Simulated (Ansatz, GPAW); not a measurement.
# A 7-layer slab of Al(110): simulated STM images

Aim: Tersoff-Hamann images of a 7-layer slab of Al(110) at several biases.

Method: Ansatz plane waves; slab in vacuum with a dipole correction, relaxation, in the first sound run; inputs show where later runs differ, in GPAW 26.7.0 and Ansatz 0.2.0.

Most raw output is cut from this account.

## Step 1: The starting structure

The cell holds 7 atoms: 7 Al. Cell: a = 4.050 Å, b = 2.864 Å, c = 24.591 Å, α = 90.0°, β = 90.0°, γ = 90.0°. Vacuum lies along c.

## Step 2: Relaxation

Forces are removed first; all later runs use this geometry. The lowest 3 atoms are held at bulk positions and keep their forces.

Input file input.yaml:

```yaml
crystal:
  lattice:
    - [4.05, 0.0, 0.0]
    - [0.0, 2.8637824638, 0.0]
    - [0.0, 0.0, 24.5913473914]
  atoms:
    - { symbol: Al, position: [0.0, 0.0, 0.3253176767] }
    - { symbol: Al, position: [0.5, 0.5, 0.3835451178] }
    - { symbol: Al, position: [0.0, 0.0, 0.4417725589] }
    - { symbol: Al, position: [0.5, 0.5, 0.5] }
    - { symbol: Al, position: [0.0, 0.0, 0.5582274411] }
    - { symbol: Al, position: [0.5, 0.5, 0.6164548822] }
    - { symbol: Al, position: [0.0, 0.0, 0.6746823233] }
kpoints:
  mp_grid: { grid: [8, 11, 1] }
hamiltonian:
  xc: pbe
scf:
  occupations: { method: fermi_dirac, width: 0.1 }
efield:
  axis: 3
  dipole_correction: true
  ramp_width: 0.05
relax:
  f_tol: 0.02
  max_steps: 60
  constraints: [{ sites: [0, 1, 2] }]
output:
  write_potential: true
  write_density: true
  volumetric_format: npy
```

Command:

```console
ansatz run input.yaml --threads 4 --pin off --max-ram 8192MiB --backend cpu --events-out ev --progress --plain --runs-dir out
```

Elapsed: 6.2 s, on 4 threads of Intel Xeon 6975P-C (Granite Rapids), shared host; peak memory 0.62 GiB.

Step by step:

```csv
step,energy less that of the first step (eV),largest force component (eV/Å)
1,0.0000,0.2182
2,-0.0119,0.0465
3,-0.0124,0.0101
```

The run keeps the 4 symmetry operations that it works with, so distortions that break them were not tested.

The atoms that moved most (Å):

```csv
atom,dx,dy,dz,length
Al6,0.000,0.000,0.060,0.060
Al7,0.000,0.000,-0.057,0.057
Al4,0.000,0.000,0.015,0.015
Al5,0.000,0.000,-0.006,0.006
```

Numbers from this step:

* free energy: -3761.1298 eV
* smearing term TS: 0.09036 eV
* symmetry operations: 4
* upper work function: 4.024 eV
* lower work function: 4.042 eV
* dipole along the normal: 0.001199 e·Å
* dipole field: 7.61e-4 V/Å
* vacuum level above: 4.903 eV
* vacuum level below: 4.922 eV

The electrostatic potential energy of an electron (with the applied field's), less the Fermi level, planar mean oscillates, so the rows of the table below give means over windows of 1.5 Å about each position, cut where the curve ends. Its maxima inside the range that stand out by 2 % of the span (Å: eV): 9.4: -4.12, 10.9: -4.14, 12.3: -4.14, 13.8: -4.09, 15.0: -4.20. Its minima: 8.7: -5.13, 10.1: -5.15, 11.6: -5.01, 13.0: -5.27, 14.5: -4.62, 15.8: -6.03.

Table of electrostatic potential energy of an electron (with the applied field's), less the Fermi level, planar mean by z; means over each step:

z (Å), electrostatic potential energy of an electron (with the applied field's), less the Fermi level, planar mean (eV) and a bar from the least value:
```
     0.75       4.04 ##############################
     2.25       4.04 ##############################
     3.75       4.04 ##############################
     5.25       3.98 ##############################
     6.75       1.82 #######################
     8.25      -4.11 ###
     9.75      -4.61 #
    11.25      -4.55 #
    12.75      -4.65 #
    14.25      -4.37 ##
    15.75      -4.96 
    17.25      -0.63 ##############
    18.75       3.78 #############################
    20.25       4.02 ##############################
    21.75       4.02 ##############################
    23.25       4.02 ##############################
```

The valence density, planar mean oscillates, so the rows of the table below give means over windows of 1.43 Å about each position, cut where the curve ends. Its maxima inside the range that stand out by 2 % of the span (Å: e/Å³): 8.7: 0.187, 10.1: 0.190, 11.6: 0.191, 13.0: 0.193, 14.5: 0.187, 15.8: 0.195. Its minima: 9.4: 0.173, 10.8: 0.171, 12.3: 0.171, 13.8: 0.167, 15.0: 0.176.

The valence density, planar mean by z; means over each step:

```csv
z (Å),"valence density, planar mean (e/Å³)"
2.15,8.9e-7
3.58,3.3e-5
5.01,0.00115
6.44,0.0295
7.87,0.133
9.30,0.180
10.73,0.180
12.16,0.181
13.59,0.178
15.02,0.183
16.45,0.156
17.88,0.0432
19.31,0.00198
20.74,5.7e-5
22.17,1.6e-6
```

The relaxation lowered the energy of the cell by 0.0124 eV.

## Step 3: Plane waves, PBE

The work function is the vacuum plateau of the electrostatic potential less the Fermi level; a dipole layer lets the two faces have plateaus of their own.

This step: GPAW, PAW setups; slab in vacuum (GPAW 26.7.0).

Input file run.py:

```python
import json
import numpy as np
from ase import Atoms
from ase.dft.stm import STM
from gpaw import GPAW, PW

slab = Atoms(
    ['Al', 'Al', 'Al', 'Al', 'Al', 'Al', 'Al'],
    positions=[
        [0.00000, 0.00000, 8.00000],
        [2.02500, 1.43189, 9.43189],
        [0.00000, 0.00000, 10.86378],
        [2.02500, 1.43189, 12.31043],
        [0.00000, 0.00000, 13.72182],
        [2.02500, 1.43189, 15.21975],
        [0.00000, 0.00000, 16.53477]],
    cell=[[4.05, 0.0, 0.0], [0.0, 2.86378, 0.0], [0.0, 0.0, 24.59135]],
    pbc=[True, True, False])

slab.calc = GPAW(mode=PW(400), xc='PBE', kpts={'size': (8, 11, 1), 'gamma': True},
                 occupations={'name': 'fermi-dirac', 'width': 0.1}, nbands='200%',
                 convergence={'density': 1e-05}, maxiter=200,
                 poissonsolver={'dipolelayer': 'xy'},
                 symmetry={'tolerance': 1e-3}, txt='slab.txt')
result = {}
energy = slab.get_potential_energy()
fermi = slab.calc.get_fermi_level()
v = slab.calc.get_electrostatic_potential().mean((0, 1)) - fermi
n = slab.calc.get_pseudo_density().mean((0, 1))
L = slab.cell[2, 2]
z = np.arange(len(v)) * L / len(v)
low, high = slab.positions[:, 2].min(), slab.positions[:, 2].max()
below, above = np.interp([low - 5.8, high + 5.8], z, v)
slopes = [np.interp(x, z, np.gradient(v, z)) for x in (low - 5.8, high + 5.8)]
eps = np.array([[slab.calc.get_eigenvalues(k, s) for k in range(len(slab.calc.get_ibz_k_points()))]
                for s in range(slab.calc.get_number_of_spins())]) - fermi
top, bottom = eps[eps < 0].max(), eps[eps > 0].min()
dipole = slab.get_dipole_moment()[2]
print(f'energy {energy:.4f} eV, Fermi level {fermi:.4f} eV, dipole {dipole:.5f} e A')
print(f'potential 5.8 A off the faces, from the Fermi level: lower {below:.4f} eV, upper {above:.4f} eV')
print(f'slope of the potential there: lower {slopes[0]:.5f}, upper {slopes[1]:.5f} eV/A')
print(f'nearest levels on the mesh: {top:.4f} and {bottom:.4f} eV')
print('magnetic moment', round(slab.get_magnetic_moment(), 3))
result.update(energy=energy, fermi=fermi, dipole=dipole, below=below, above=above, slopes=slopes, edges=[top, bottom],
              z=z.tolist(), v=v.tolist(), n=n.tolist(), positions=slab.positions.tolist(),
              forces=slab.get_forces(apply_constraint=False).tolist(), moments=slab.get_magnetic_moments().tolist())

# Images need the states of the whole zone, up to time reversal
slab.calc = slab.calc.fixed_density(symmetry={'point_group': False}, txt='states.txt',
                                    convergence={'bands': 'CBM+0.8'})
stm = STM(slab)
result['stm'] = []
for bias in [-0.5, 0.5]:
    height = high + 3.0
    current = stm.get_averaged_current(bias, height)
    x, y, h = stm.scan(bias, current)
    i, f = divmod(height / L * stm.ldos.shape[2], 1)
    I = abs((1 - f) * stm.ldos[:, :, int(i)] + f * stm.ldos[:, :, int(i) + 1])
    print(f'bias {bias} V: mean current at 3.0 A {current:.4e}, corrugation {np.ptp(h):.4f} A')
    result['stm'].append(dict(bias=bias, current=current, h=(h - high).tolist(), I=I.tolist()))
json.dump(result, open('result.json', 'w'))
```

Command:

```console
OMP_NUM_THREADS=1 OPENBLAS_NUM_THREADS=1 python run.py
```

Elapsed: 64 s, on 1 thread; peak memory 0.43 GiB.

This step gave:

| Property | Result |
| --- | --- |
| dipole along the normal | 0.001115 e·Å |
| levels nearest the Fermi level on the mesh | -0.02733, 0.01271 eV from the Fermi level |
| upper work function | 4.026 eV |
| lower work function | 4.044 eV |
| corrugation -0.5 | 0.6437 Å |
| corrugation 0.5 | 0.6191 Å |

The electrostatic potential energy of an electron (without an applied field's), less the Fermi level, planar mean oscillates, so the rows of the table below give means over windows of 1.43 Å about each position, cut where the curve ends. Its maxima inside the range that stand out by 2 % of the span (Å: eV): 8.7: -5.02, 10.1: -5.05, 11.6: -4.87, 13.0: -5.20, 14.4: -4.44, 15.9: -6.19. Its minima: 8.0: -8.89, 9.4: -9.38, 10.9: -9.38, 12.3: -9.39, 13.7: -9.34, 15.3: -9.50, 16.5: -9.19.

Electrostatic potential energy of an electron (without an applied field's), less the Fermi level, planar mean against z; means over each step:

```csv
z (Å),"electrostatic potential energy of an electron (without an applied field's), less the Fermi level, planar mean (eV)"
0.71,4.04
2.15,4.04
3.58,4.04
5.01,4.01
6.44,2.96
7.87,-5.63
9.30,-7.10
10.73,-7.09
12.16,-7.08
13.59,-7.08
15.02,-7.06
16.45,-6.78
17.88,2.22
19.31,3.97
20.74,4.02
22.17,4.03
23.60,4.03
```

The pseudo valence density, planar mean oscillates, so the rows of the table below give means over windows of 1 Å about each position, cut where the curve ends. Its maxima inside the range that stand out by 2 % of the span (Å: e/Å³): 7.6: 0.124, 8.8: 0.199, 10.0: 0.201, 11.7: 0.201, 12.9: 0.204, 14.5: 0.197, 15.8: 0.210, 16.8: 0.128. Its minima: 8.0: 0.116, 9.4: 0.149, 10.9: 0.147, 12.3: 0.148, 13.7: 0.144, 15.2: 0.154, 16.6: 0.122.

Table of pseudo valence density, planar mean by z; means over each step:

```csv
z (Å),"pseudo valence density, planar mean (e/Å³)"
3,6.0e-6
4,7.5e-5
5,9.2e-4
6,0.0103
7,0.0690
8,0.137
9,0.181
10,0.187
11,0.173
12,0.177
13,0.191
14,0.172
15,0.177
16,0.186
17,0.113
18,0.0322
19,0.00343
20,2.9e-4
21,2.3e-5
22,1.9e-6
```

Tip height over the top atom over a1 and a2. Sample bias -0.5 V, constant current at the mean current 3.0 Å over the top atom.

Ten even steps from '_' (2.58 Å) to '@' (3.23 Å):
```
@@@@@@%%%%##**++----::----++**##%%%%@@@@
@@@@@@%%####++==--::::::--==++####%%@@@@
@@@@%%%%##**++==--::..::--==++**##%%%%@@
%%%%%%####**==--::......::--==**####%%%%
%%%%####**++==--....__....--==++**####%%
%%######**++==::..______..::==++**######
######****++--::..______..::--++****####
%%######**++==::..______..::==++**######
%%%%####**++==--....__....--==++**####%%
%%%%%%####**==--::......::--==**####%%%%
@@@@%%%%##**++==--::..::--==++**##%%%%@@
@@@@@@%%####++==--::::::--==++####%%@@@@
@@@@@@%%%%##**++----::----++**##%%%%@@@@
@@@@@@%%%%##**++==--::--==++**##%%%%@@@@
```
Columns: a1 from 0 to 0.95; rows upwards: a2 from 0 to 0.929.

Local density of states summed over the bias window over a1 and a2. Sample bias -0.5 V, constant height 3.0 Å over the top atom.

Ten even steps from '_' (0.35 × 1e-4 arbitrary) to '@' (1.41 × 1e-4 arbitrary):
```
@@@@%%##**++--::..........::--++**##%%@@
@@@@%%##**==--::..........::--==**##%%@@
%%%%##**++==--::..______..::--==++**##%%
####**++==--::....______....::--==++**##
******++==--::..__________..::--==++****
****++==--::::..__________..::::--==++**
**++++==--::....__________....::--==++++
****++==--::::..__________..::::--==++**
******++==--::..__________..::--==++****
####**++==--::....______....::--==++**##
%%%%##**++==--::..______..::--==++**##%%
@@@@%%##**==--::..........::--==**##%%@@
@@@@%%##**++--::..........::--++**##%%@@
@@@@@@##**++==::::......::::==++**##@@@@
```
Columns: a1 from 0 to 0.95; rows upwards: a2 from 0 to 0.929.

Tip height over the top atom over a1 and a2. Sample bias 0.5 V, constant current at the mean current 3.0 Å over the top atom.

Values in Å, 14 rows by 16 columns, each cell a mean:
```
3.20 3.19 3.15 3.10 3.03 2.94 2.86 2.79 2.76 2.80 2.87 2.95 3.05 3.11 3.16 3.19
3.19 3.17 3.14 3.09 3.01 2.92 2.84 2.77 2.74 2.78 2.85 2.94 3.04 3.10 3.15 3.18
3.17 3.15 3.12 3.07 2.99 2.90 2.81 2.73 2.71 2.75 2.83 2.91 3.02 3.08 3.13 3.16
3.14 3.13 3.10 3.05 2.96 2.87 2.78 2.70 2.67 2.71 2.80 2.89 2.99 3.06 3.11 3.13
3.12 3.11 3.08 3.03 2.93 2.85 2.75 2.67 2.64 2.68 2.76 2.86 2.96 3.04 3.09 3.12
3.11 3.10 3.07 3.01 2.91 2.82 2.72 2.64 2.61 2.65 2.74 2.84 2.94 3.02 3.07 3.10
3.11 3.09 3.06 3.00 2.91 2.82 2.71 2.63 2.60 2.64 2.73 2.83 2.94 3.01 3.07 3.10
3.11 3.10 3.07 3.01 2.91 2.82 2.72 2.64 2.61 2.65 2.74 2.84 2.94 3.02 3.07 3.10
3.12 3.11 3.08 3.03 2.93 2.85 2.75 2.67 2.64 2.68 2.76 2.86 2.96 3.04 3.09 3.12
3.14 3.13 3.10 3.05 2.96 2.87 2.78 2.70 2.67 2.71 2.80 2.89 2.99 3.06 3.11 3.13
3.17 3.15 3.12 3.07 2.99 2.90 2.81 2.73 2.71 2.75 2.83 2.91 3.02 3.08 3.13 3.16
3.19 3.17 3.14 3.09 3.01 2.92 2.84 2.77 2.74 2.78 2.85 2.94 3.04 3.10 3.15 3.18
3.20 3.19 3.15 3.10 3.03 2.94 2.86 2.79 2.76 2.80 2.87 2.95 3.05 3.11 3.16 3.19
3.21 3.19 3.15 3.11 3.03 2.95 2.86 2.79 2.77 2.80 2.88 2.96 3.06 3.12 3.16 3.20
```
Columns: a1 from 0 to 0.95; rows upwards: a2 from 0 to 0.929.

Local density of states summed over the bias window over a1 and a2. Sample bias 0.5 V, constant height 3.0 Å over the top atom.

Ten even steps from '0' (0.85 × 1e-4 arbitrary) to '9' (2.44 × 1e-4 arbitrary):
```
99876532111112356789
99876432110112346789
88765432100012345678
77765321100011235677
77654321000001234567
66654321000001234566
66554321000001234556
66654321000001234566
77654321000001234567
77765321100011235677
88765432100012345678
99876432110112346789
99876532111112356789
99976532111112356799
```
Columns: a1 from 0 to 0.95; rows upwards: a2 from 0 to 0.929.

Force by atom:

```csv
atom,x (eV/Å),y (eV/Å),z (eV/Å),size
Al1,0.000,0.000,0.188,0.188
Al2,0.000,0.000,-0.190,0.190
Al3,0.000,0.000,-0.005,0.005
Al4,0.000,0.000,0.001,0.001
Al5,0.000,0.000,0.010,0.010
Al6,0.000,0.000,-0.006,0.006
Al7,0.000,0.000,0.002,0.002
```

The potential is flat to 7.8e-5 eV/Å where it is read, so the vacuum is wide enough. The geometry is the other program's minimum; here the largest force on a free atom is 0.0099 eV/Å.

[end of part 1 of 2]

[Logs are printed without paths, hosts, clocks, repeated set-up lines and the standing remarks that a program may print on its own settings, such as how far it seeks lower states.]

[Hosts, paths, dates, database ids (printed as entryN), source tags and the programs' standing remarks are cut or masked in the printed files.]
